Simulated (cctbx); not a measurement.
## Which space group?

Cell: a = 8.3860 Å, b = 8.3860 Å, c = 4.3740 Å, α = 90.00°, β = 90.00°, γ = 120.00°. Expected content of the cell: Tb3 Gd2 Y3 Ti1.

Simulated single-crystal data (cctbx): synchrotron X-rays, λ = 0.6889 Å, to d = 0.6 Å, 70 % of the full sphere, strongest reflection 5000 counts, noise from counting, a 4 % proportional error and a noise floor of 2 counts (s.d.); no absorption, some extinction.

Tests on the unmerged data give:

```text
3560 reflections to d = 0.601 A
centring   violations  <I/sigma> of those
    A       1696 of  1793     13.5
    B       1694 of  1788     13.5
    C       1674 of  1789     13.6
    I       1666 of  1762     13.6
    R       2230 of  2372     13.5
    F       2532 of  2685     13.5
Laue class    unique    Rint  (classes that these axes allow; Friedel mates merged)
P -1             2322   0.045
P 1 1 2/m        1378   0.046
P -3              853   0.050
P -3 1 m          472   0.052
P -3 m 1          500   0.052
P 6/m             474   0.052
P 6/m m m         295   0.053
space group    extra absences  I>4sigma  <I/sigma>
P 6 2 2                 0          0         -  acentric
P 6 m m                 0          0         -  acentric
P -6 m 2                0          0         -  acentric
P -6 2 m                0          0         -  acentric
P 6/m m m               0          0         -  centric
Wilson B = 0.33 A^2   <|E^2-1|> = 0.626 (0.968 centric, 0.736 acentric)   E^2>4: 0.0 %
shell (A)         n   <I/sigma>
 7.26 - 1.20     47     42.7
 1.20 - 0.95     40     43.8
 0.95 - 0.83     38     38.6
 0.83 - 0.76     33     41.2
 0.76 - 0.70     37     36.1
 0.70 - 0.66     36     37.8
 0.66 - 0.63     30     35.5
 0.63 - 0.60     34     34.6
```

Q: Read the symmetry from these tables.

Every centring test has many violations, so the lattice is primitive.

Rint stays low (0.045 to 0.053) up to P 6/m m m, the highest class in these axes.

5 settings pass the absence test. No glide or screw absences show, which leaves P 6 2 2, P 6 m m, P -6 m 2, P -6 2 m and P 6/m m m.

⟨|E²−1|⟩ = 0.626 leans to a non-centrosymmetric structure, or to twinning, which lowers it. The Wilson B of 0.33 Å² means U ≈ 0.0042 Å².

The true group is P-62m (no. 189), Laue class 6/mmm, non-centrosymmetric. The tables only narrow the choice to the tied entries; cell content, site symmetry and trial solutions must settle it.

The model is made up (kin elements in a known structure type, no relaxation), so it says nothing on whether the phase exists.

[Logs are printed without paths, hosts, clocks, repeated set-up lines and the standing remarks that a program may print on its own settings, such as how far it seeks lower states.]
